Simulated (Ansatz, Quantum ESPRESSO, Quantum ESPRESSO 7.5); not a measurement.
# H-SiC-H chair, 1 layer: biaxial strain by an ASE script

Aim: band edges, gap and stiffness of H-SiC-H chair, 1 layer under biaxial strain.

Main program and level: Quantum ESPRESSO 7.5; plane-wave DFT, PBE, GBRV ultrasoft pseudopotentials (geometry by Ansatz 0.2.0 with PAW datasets; geometry under PBE).

## 1. Starting point

The cell holds 4 atoms: 2 H, 1 C and 1 Si. Cell: a = 3.086 Å, b = 3.086 Å, c = 18.113 Å, α = 90.0°, β = 90.0°, γ = 120.0°. Vacuum lies along c.

This sheet is a model structure: its symmetry is held, and its stability is not tested here.

## 2. Geometry from Ansatz

A relaxation in Ansatz fixes the structure of this slab for the runs on it.

input.yaml reads:

```yaml
crystal:
  lattice:
    - [3.0855, 0.0, 0.0]
    - [-1.54275, 2.6721213834, 0.0]
    - [0.0, 0.0, 18.1133333333]
  atoms:
    - { symbol: H, position: [0.6666666667, 0.3333333333, 0.4140596246] }
    - { symbol: C, position: [0.6666666667, 0.3333333333, 0.473132131] }
    - { symbol: Si, position: [0.3333333333, 0.6666666667, 0.5075450865] }
    - { symbol: H, position: [0.3333333333, 0.6666666667, 0.5859403754] }
kpoints:
  mp_grid: { grid: [12, 12, 1] }
hamiltonian:
  xc: pbe
scf:
  occupations: { method: fermi_dirac, width: 0.05 }
  convergence: { dr2_threshold: 1.0e-08 }
efield:
  axis: 3
  dipole_correction: true
  ramp_position: 0.97
  ramp_width: 0.04
relax:
  f_tol: 0.01
  cell: { fix: [c, alpha, beta] }
output:
  write_potential: true
  write_density: true
  volumetric_format: npy
```

Run with:

```bash
ansatz run input.yaml --threads 2 --pin off --max-ram 4096MiB --backend cpu --events-out ev --progress --plain --runs-dir out
```

Numbers of over 12 decimals in the logs are rounded to 6 here.

The log of the run:

```text
Warning: relax.cell: scf.convergence.dr2_threshold = 1e-8 eV is looser than the 4e-10 eV advised for a relaxation that steers and ends on the stress (1e-10 eV for each atom of the cell: 4). What an SCF threshold leaves in a stress goes as its square root, and in the free energy as the threshold itself, and one threshold admits the most on a small cell: [figures from the program's tests cut] Set scf.convergence.dr2_threshold to 4e-10 eV or tighter. The threshold is an SCF's pass mark: one that does not reach it within its budget of iterations ends unconverged, or closes short of it on a stop that the run arms, and scf.convergence.dr2_threshold's page says what that costs each kind of run
Engine: ansatz 0.2.0, aarch64-unknown-linux-gnu
Pseudopotentials: kind: paw
Pseudopotential: H, paw, valence charge 1, recommended cutoff 420 eV (normal), H.paw.azcp
Pseudopotential: C, paw, valence charge 4, recommended cutoff 420 eV (normal), C.paw.azcp
Pseudopotential: Si, paw, valence charge 4, recommended cutoff 420 eV (normal), Si.paw.azcp
Functional definition: PBE
  parameter kappa = 0.804
  parameter beta = 0.066725
  exchange = pbe_x(kappa = kappa, mu = beta*pi^2/3)
  correlation = pbe_c(beta = beta)
Crystal: 4 atoms, lattice volume = 149.341 Å³
Basis set: ecut = 420 eV, 2905 PW (Γ), exchange–correlation on 48×48×250 points (8 copies of the dense FFT grid, shifted against one another)
Bands: 9, of which v1, the nominal top of the filled ones, is band 5 counted from 1 (4 counted from 0)
Symmetry: 6 space group operations
Space group: P3m1 (ITA 156), of the structure as read, at distance tolerance 5.3e-5 Å
k-points: 19 of 144 (time reversal used)
Non-local potential: H, projectors of the file, l = 0: 2, l = 1: 1
Non-local potential: C, projectors of the file, l = 0: 2, l = 1: 2, l = 2: 1
Non-local potential: Si, projectors of the file, l = 0: 2, l = 1: 2, l = 2: 2
PAW form: soft (Blöchl's): semilocal exchange-correlation on the pseudo side does not see the compensation charge
PAW one-centre angular grid: H, 110 points (default); XC on 64 Gauss nodes
PAW one-centre angular grid: C, 110 points (default); XC on 64 Gauss nodes
PAW one-centre angular grid: Si, 110 points (default); XC on 64 Gauss nodes
Initial density: superposition of atomic densities (neutral atoms: chi_scale 0, normalization atom), corrected by the library's trained network
Initial wavefunctions: pseudopotential atomic-orbital guess
Functional: x = pbe(κ = 0.804, μ = 0.219515), c = pbe(β = 0.066725)
SCF iter   1: F=—  HF=-918.908255 eV  |F-HF|=—  |Δ(HF+E_count)|=         —  Δρ=1.89e-3  dr2=1.21e-2  ethr=1.77e-3  p=-0.045 e·Å  D=-5.51e-2 V/Å  ΔV_dip=1.00 eV  dr2_dipole=3.42e-5  V_vac-E_F(+/−)=3.88/2.88 eV  ⟨swp⟩=7.5  Hψ=1626  notcnv=0
efield: sawtooth ramp at fractional position 0.9700 (set: `efield.ramp_position`, or a place that a band, a saddle search or an elastic batch's reference lends), width 0.0400; the density the first Hamiltonian is built on has a dipole p = -0.045 e·Å; the dipole correction subtracts the counter field D = -5.51e-2 V/Å, which shifts the + side's vacuum level by +1.00 eV against the − side's; the planar-averaged density in the ramp window peaks in size at 2.9e-5 e/Å³
preconditioner: auto → none  [insulator: Δε(μ)=3.695 eV  Ē_g=11.753 eV  σ=0.050 eV  W_gap=1.00  n_scr=10 (ndim 8)  ℏωp=9.6 eV  f_vac=0.677  D(μ)=0.00/eV (n_scr^D=0)  ε∞_Penn≈1.7]
SCF iter   2: F=—  HF=-918.910363 eV  |F-HF|=—  |Δ(HF+E_count)|=   2.11e-3  Δρ=8.45e-4  dr2=5.48e-3  ethr=1.21e-4  p=-0.042 e·Å  D=-5.05e-2 V/Å  ΔV_dip=0.92 eV  dr2_dipole=1.83e-3  V_vac-E_F(+/−)=3.64/2.73 eV  ⟨swp⟩=3.1  Hψ=475  notcnv=0
SCF iter   3: F=—  HF=-918.909373 eV  |F-HF|=—  |Δ(HF+E_count)|=   9.91e-4  Δρ=5.75e-4  dr2=1.35e-3  ethr=5.48e-5  p=-0.059 e·Å  D=-7.19e-2 V/Å  ΔV_dip=1.30 eV  dr2_dipole=3.09e-5  V_vac-E_F(+/−)=3.88/2.58 eV  ⟨swp⟩=2.5  Hψ=326  notcnv=0
SCF iter   4: F=—  HF=-918.909390 eV  |F-HF|=—  |Δ(HF+E_count)|=   1.73e-5  Δρ=2.48e-4  dr2=2.39e-4  ethr=1.35e-5  p=-0.061 e·Å  D=-7.44e-2 V/Å  ΔV_dip=1.35 eV  dr2_dipole=6.00e-6  V_vac-E_F(+/−)=3.86/2.52 eV  ⟨swp⟩=2.4  Hψ=244  notcnv=0
SCF iter   5: F=—  HF=-918.909428 eV  |F-HF|=—  |Δ(HF+E_count)|=   3.83e-5  Δρ=6.06e-5  dr2=7.45e-6  ethr=2.39e-6  p=-0.062 e·Å  D=-7.57e-2 V/Å  ΔV_dip=1.37 eV  dr2_dipole=1.69e-8  V_vac-E_F(+/−)=3.85/2.48 eV  ⟨swp⟩=2.6  Hψ=294  notcnv=0
SCF iter   6: F=—  HF=-918.909353 eV  |F-HF|=—  |Δ(HF+E_count)|=   7.56e-5  Δρ=1.39e-5  dr2=1.96e-7  ethr=7.45e-8  p=-0.063 e·Å  D=-7.61e-2 V/Å  ΔV_dip=1.38 eV  dr2_dipole=4.09e-9  V_vac-E_F(+/−)=3.84/2.46 eV  ⟨swp⟩=2.6  Hψ=268  notcnv=0
SCF iter   7: F=—  HF=-918.909353 eV  |F-HF|=—  |Δ(HF+E_count)|=   3.53e-7  Δρ=3.41e-6  dr2=1.67e-8  ethr=1.96e-9  p=-0.063 e·Å  D=-7.61e-2 V/Å  ΔV_dip=1.38 eV  dr2_dipole=1.79e-14  V_vac-E_F(+/−)=3.84/2.46 eV  ⟨swp⟩=2.2  Hψ=260  notcnv=0
SCF iter   8: F=-918.909353 eV  HF=-918.909353 eV  |F-HF|=2.71e-11  |Δ(HF+E_count)|=   1.49e-9  Δρ=6.65e-7  dr2=6.11e-10  ethr=1.00e-10  p=-0.063 e·Å  D=-7.61e-2 V/Å  ΔV_dip=1.38 eV  dr2_dipole=5.79e-11  V_vac-E_F(+/−)=3.84/2.46 eV  ⟨swp⟩=8.7  Hψ=935  notcnv=0
SCF 1 converged in 8 iterations: F = -918.909353 eV  dr2 = 6.11e-10
  greatest PAW one-centre occupation: 0.649 electrons in one spin orbital (limit 2), on the C atom at site 1 (counted from 0), in its partial waves of l = 0
relax step   1: F+E_penalty+E_count = -918.90935312 eV  Δ(F+E_penalty+E_count) = +0.000e0 eV  max|allowed force component| = 2.117e0 eV/Å  Δτ_max = 0.0000 Å  P = +1.577 GPa  Ω = 149.341 Å³  fix = [c, alpha, beta]  reactions: c +3.189 GPa  (8 SCF iters, accepted)
Crystal: 4 atoms, lattice volume = 152.901 Å³
Basis set: ecut = 420 eV, 2965 PW (Γ), exchange–correlation on 48×48×250 points (8 copies of the dense FFT grid, shifted against one another)
Initial density: handed on by an earlier stage of this run
Initial wavefunctions: those handed on with the density
iter 1 solved again at ethr=3.71e-4 eV; its pass at ethr=3.10e-3 eV (dr2=3.71e-2 eV) is discarded
SCF iter   1: F=—  HF=-919.004407 eV  |F-HF|=—  |Δ(HF+E_count)|=         —  Δρ=3.52e-3  dr2=3.72e-2  ethr=3.71e-4  p=-0.064 e·Å  D=-7.61e-2 V/Å  ΔV_dip=1.38 eV  dr2_dipole=3.43e-3  V_vac-E_F(+/−)=3.84/2.46 eV  ⟨swp⟩=1.0  Hψ=1660  notcnv=0
[...]
SCF iter   5: F=—  HF=-919.004977 eV  |F-HF|=—  |Δ(HF+E_count)|=   1.97e-5  Δρ=5.85e-5  dr2=2.29e-6  ethr=4.30e-7  p=-0.081 e·Å  D=-9.56e-2 V/Å  ΔV_dip=1.73 eV  dr2_dipole=3.65e-10  V_vac-E_F(+/−)=4.33/2.60 eV  ⟨swp⟩=2.2  Hψ=233  notcnv=0
SCF iter   6: F=—  HF=-919.004966 eV  |F-HF|=—  |Δ(HF+E_count)|=   1.05e-5  Δρ=7.99e-6  dr2=6.26e-8  ethr=2.29e-8  p=-0.081 e·Å  D=-9.55e-2 V/Å  ΔV_dip=1.73 eV  dr2_dipole=3.77e-10  V_vac-E_F(+/−)=4.33/2.60 eV  ⟨swp⟩=1.8  Hψ=215  notcnv=0
SCF iter   7: F=-919.004966 eV  HF=-919.004966 eV  |F-HF|=5.37e-10  |Δ(HF+E_count)|=   3.82e-8  Δρ=1.72e-6  dr2=2.55e-9  ethr=1.00e-10  p=-0.081 e·Å  D=-9.55e-2 V/Å  ΔV_dip=1.73 eV  dr2_dipole=7.90e-12  V_vac-E_F(+/−)=4.33/2.60 eV  ⟨swp⟩=9.2  Hψ=991  notcnv=0
SCF 3 converged in 7 iterations: F = -919.004966 eV  dr2 = 2.55e-9
  greatest PAW one-centre occupation: 0.645 electrons in one spin orbital (limit 2), on the C atom at site 1 (counted from 0), in its partial waves of l = 0
relax step   3: F+E_penalty+E_count = -919.00496615 eV  Δ(F+E_penalty+E_count) = -1.127e-2 eV  max|allowed force component| = 1.018e-1 eV/Å  Δτ_max = 0.0281 Å  P = +0.020 GPa  Ω = 152.848 Å³  energy of the carried Pulay correction = -1.516e-3 eV  fix = [c, alpha, beta]  reactions: c +0.026 GPa  (7 SCF iters, accepted)
[...]
relax step   4: F+E_penalty+E_count = -919.00507366 eV  Δ(F+E_penalty+E_count) = -1.075e-4 eV  max|allowed force component| = 7.209e-3 eV/Å  Δτ_max = 0.0024 Å  P = -0.003 GPa  Ω = 153.001 Å³  energy of the carried Pulay correction = -1.581e-3 eV  fix = [c, alpha, beta]  reactions: c +0.007 GPa  (5 SCF iters, accepted)
Initial wavefunctions: pseudopotential atomic-orbital guess (no wavefunctions were taken with the density)
iter 1 solved again at ethr=9.71e-7 eV; its pass at ethr=3.10e-3 eV (dr2=9.71e-5 eV) is discarded
SCF iter   1: F=—  HF=-919.006014 eV  |F-HF|=—  |Δ(HF+E_count)|=         —  Δρ=1.01e-4  dr2=1.01e-6  ethr=9.71e-7  p=-0.082 e·Å  D=-9.68e-2 V/Å  ΔV_dip=1.75 eV  dr2_dipole=4.16e-10  V_vac-E_F(+/−)=4.37/2.62 eV  ⟨swp⟩=3.1  Hψ=2092  notcnv=0
efield: sawtooth ramp at fractional position 0.9700 (set: `efield.ramp_position`, or a place that a band, a saddle search or an elastic batch's reference lends), width 0.0400; the density the first Hamiltonian is built on has a dipole p = -0.082 e·Å; the dipole correction subtracts the counter field D = -9.68e-2 V/Å, which shifts the + side's vacuum level by +1.75 eV against the − side's; the planar-averaged density in the ramp window peaks in size at 1.5e-6 e/Å³
preconditioner: auto → none  [insulator: Δε(μ)=3.750 eV  Ē_g=11.487 eV  σ=0.050 eV  W_gap=1.00  n_scr=8 (ndim 8)  ℏωp=9.5 eV  f_vac=0.686  D(μ)=0.00/eV (n_scr^D=0)  ε∞_Penn≈1.7]
SCF iter   2: F=—  HF=-919.006612 eV  |F-HF|=—  |Δ(HF+E_count)|=   5.98e-4  Δρ=5.04e-5  dr2=2.41e-7  ethr=1.01e-8  p=-0.082 e·Å  D=-9.68e-2 V/Å  ΔV_dip=1.75 eV  dr2_dipole=1.24e-9  V_vac-E_F(+/−)=4.36/2.61 eV  ⟨swp⟩=2.0  Hψ=273  notcnv=0
SCF iter   3: F=—  HF=-919.006905 eV  |F-HF|=—  |Δ(HF+E_count)|=   2.93e-4  Δρ=1.26e-5  dr2=1.53e-7  ethr=2.41e-9  p=-0.082 e·Å  D=-9.68e-2 V/Å  ΔV_dip=1.75 eV  dr2_dipole=1.98e-8  V_vac-E_F(+/−)=4.36/2.60 eV  ⟨swp⟩=2.1  Hψ=280  notcnv=0
SCF iter   4: F=—  HF=-919.006936 eV  |F-HF|=—  |Δ(HF+E_count)|=   3.09e-5  Δρ=2.91e-6  dr2=1.93e-8  ethr=1.53e-9  p=-0.082 e·Å  D=-9.67e-2 V/Å  ΔV_dip=1.75 eV  dr2_dipole=4.78e-9  V_vac-E_F(+/−)=4.36/2.60 eV  ⟨swp⟩=2.4  Hψ=253  notcnv=0
SCF iter   5: F=-919.006940 eV  HF=-919.006939 eV  |F-HF|=2.69e-7  |Δ(HF+E_count)|=   3.08e-6  Δρ=8.10e-7  dr2=5.20e-10  ethr=1.00e-10  p=-0.082 e·Å  D=-9.68e-2 V/Å  ΔV_dip=1.75 eV  dr2_dipole=3.97e-11  V_vac-E_F(+/−)=4.36/2.60 eV  ⟨swp⟩=13.1  Hψ=1483  notcnv=0
SCF 5 converged in 5 iterations: F = -919.006940 eV  dr2 = 5.20e-10
relax step   5: F+E_penalty+E_count = -919.00693952 eV  Δ(F+E_penalty+E_count) = -1.866e-3 eV  max|allowed force component| = 6.854e-3 eV/Å  Δτ_max = 0.0000 Å  P = +0.009 GPa  Ω = 153.001 Å³  fix = [c, alpha, beta]  reactions: c +0.001 GPa  stress off target by 1.25e-2 GPa on what of the cell is left free  SCF on the basis re-selected at this cell (its energy is not comparable with the rows above)  (5 SCF iters)
basis re-selected at this cell: Δ(F+E_penalty+E_count) = -1.866e-3 eV, ΔP = +0.011 GPa vs the last step (what re-selecting the basis moved, of the pressure what is left beyond the Pulay correction that the steps carried, after the strain that the cell walked since its last selection, with what the two solves' SCF thresholds leave and, on support functions, any second-order correction that the steps lacked; it is no m [...]
WARN: The input density's exchange-correlation potential varies sharply where the density is thin. Do not read a vacuum level from v_tot or v_xc, or from such a field of the output density. On a cell that repeats whose density bears no net charge and no dipole along the vacuum's axis use v_es (v_loc + v_h of the components); under efield.dipole_correction with no amplitude use v_es + v_field, which holds any external [...]
SCF converged after 5 iterations
Free energy (F): -919.006940 eV
Harris-Foulkes:  -919.006939 eV  (|F-HF|=2.69e-7)
Internal energy: -919.006940 eV  (E = F + TS)
E sigma→0 (E₀):  -919.006940 eV
Fermi energy:    -1.287880 eV
Dipole field:    D = -0.096781 V/Å  (p = -0.081832 e·Å, saw-weighted, corrected)
Work function:   Φ+ = 4.3560 eV   Φ− = 2.6033 eV
Levels:          The Fermi level and band energies are counted from a zero that moves with the ramp; work functions are not
--- Per-component energies (eV) ---
  E_band       = -83.858034
  E_kinetic    = 160.669177
  E_local      = -2410.191903  (includes V_loc(G=0)·N_el)
  E_nonlocal   = 55.466184
  E_hartree    = 1125.805438
  E_xc         = -122.280815
  E_vxc        = -130.826266  (∫ρ·V_xc dr)
  E_paw        = -613.244361  (= ΣΔE_a)
  E_vpaw       = -10.626313  (= ΣTr[D̂ρ^β])
  E_aug_tail   = -0.002538  (compensation charges beyond the density's cutoff)
  E_efield     = 0.003960  (sawtooth field / dipole correction)
  E_vefield    = 0.042022  (∫n·V_field dr)
  E_ewald      = 884.767917
  E_smearing   = -0.000000  (= −TS)
  E_closure    = 0.000000  (closes the sum)
  Σ components = -919.006940   (vs F -919.006940, Δ=0.00e0)
--- Forces (eV/Å), atoms counted from 1 ---
  atom   1  H      0.00000000    -0.00000000     0.00500240
  atom   2  C      0.00000000     0.00000000    -0.00357863
  atom   3  Si     0.00000000    -0.00000000    -0.00684799
  atom   4  H     -0.00000000     0.00000000     0.00544771
  max |Σ_I F_I| component: 2.35e-5 eV/Å
--- Stress (GPa, compression-positive) ---
        0.012504      -0.000000       0.000000
        0.000000       0.012504      -0.000000
        0.000000      -0.000000       0.001204
  P = ⅓ Tr σ = 0.0087 GPa (0.087 kbar)
--- Band table (eV; the first three rows and the last of 19) ---
  k-point 0: bands = ["-16.5590", "-10.1875", "-5.5346", "-3.1883", "-3.1883", "0.5899", "1.9622", "2.5101", "2.6265"]
  k-point 1: bands = ["-16.4533", "-10.1104", "-5.5029", "-3.7441", "-3.3331", "0.7173", "2.1046", "2.6717", "2.9179"]
  k-point 2: bands = ["-16.1417", "-9.8974", "-5.4798", "-4.9256", "-3.6891", "1.0754", "2.5195", "2.7544", "3.0973"]
  k-point 18: bands = ["-13.6395", "-9.8806", "-7.6588", "-7.0862", "-5.3133", "2.1035", "4.0489", "4.0962", "6.3072"]
--- Relaxed structure (4 steps of the walk, 4 accepted, 1 SCFs on fresh bases) ---
  F+E_penalty+E_count = -919.00693952 eV   max|allowed force component| = 6.854e-3 eV/Å   (the final SCF, on the basis selected at the relaxed cell)
  cell:  # Å, volume = 153.0007 Å³
    - [3.123074, 0, 0]
    - [-1.561537, 2.704661, 0]
    - [0, 0, 18.1133333333]
  atoms:
    - { symbol: H, position: [0.666667, 0.333333, 0.412802] }
    - { symbol: C, position: [0.666667, 0.333333, 0.473919] }
    - { symbol: Si, position: [0.333333, 0.666667, 0.505673] }
    - { symbol: H, position: [0.333333, 0.666667, 0.588283] }
```

Wall time 5.9 s (2 threads of Arm Neoverse V2, shared host); peak memory 0.4 GiB; 11 s of CPU time.

Relaxation path:

```csv
step,energy less that of the first step (eV),largest force component (eV/Å),pressure (GPa),volume (Å³)
1,0.0000,2.1166,1.58,149.34
2,-0.0843,0.5225,0.54,152.90
3,-0.0956,0.1018,0.02,152.85
4,-0.0957,0.0072,0.00,153.00
5*,-0.0976,0.0069,0.01,153.00
```

Relaxation steps marked * repeat the geometry before them on a plane-wave basis chosen anew for their cell, so energy and pressure can jump there.

```csv
cell as run,before,after,change
a (Å),3.086,3.123,+1.2 %
b (Å),3.086,3.123,+1.2 %
```

The atoms that moved most (Å, along periodic axes as changes of fractional coordinates times the final cell, across vacuum about the mean position):

```csv
atom,dx,dy,dz,length
H4,0.000,0.000,0.042,0.042
Si3,0.000,0.000,-0.034,0.034
H1,0.000,0.000,-0.023,0.023
C2,0.000,0.000,0.014,0.014
```

The relaxed structure:

```cif
data_structure
_symmetry_space_group_name_H-M 'P 1'
_symmetry_Int_Tables_number 1
_cell_length_a 3.1231
_cell_length_b 3.1231
_cell_length_c 18.1133
_cell_angle_alpha 90.000
_cell_angle_beta 90.000
_cell_angle_gamma 120.000
_cell_volume 153.00
loop_
_atom_site_label
_atom_site_type_symbol
_atom_site_fract_x
_atom_site_fract_y
_atom_site_fract_z
_atom_site_occupancy
H1 H 0.66667 0.33333 0.41280 1
C2 C 0.66667 0.33333 0.47392 1
Si3 Si 0.33333 0.66667 0.50567 1
H4 H 0.33333 0.66667 0.58828 1
```

Read from the output:

| Item | Value |
| --- | --- |
| free energy | -919.0069 eV |
| Fermi energy | -1.288 eV |
| gap by band count | 3.778 eV |
| symmetry operations | 6 |
| dipole along the normal | -0.08183 e·Å |
| vacuum level at the upper face over a Fermi level inside the gap | 4.356 eV |
| vacuum level at the lower face over a Fermi level inside the gap | 2.603 eV |

(Part 1 of 2 ends here.)

[Logs are printed without paths, hosts, clocks, repeated set-up lines and the standing remarks that a program may print on its own settings, such as how far it seeks lower states.]

[Hosts, paths, dates, database ids (printed as entryN), source tags and the programs' standing remarks are cut or masked in the printed files.]

[Maps of the electrostatic potential energy from Ansatz leave out the sawtooth potential of an applied field or a dipole correction, so their vacuum need not be flat; planar profiles and work functions include it.]
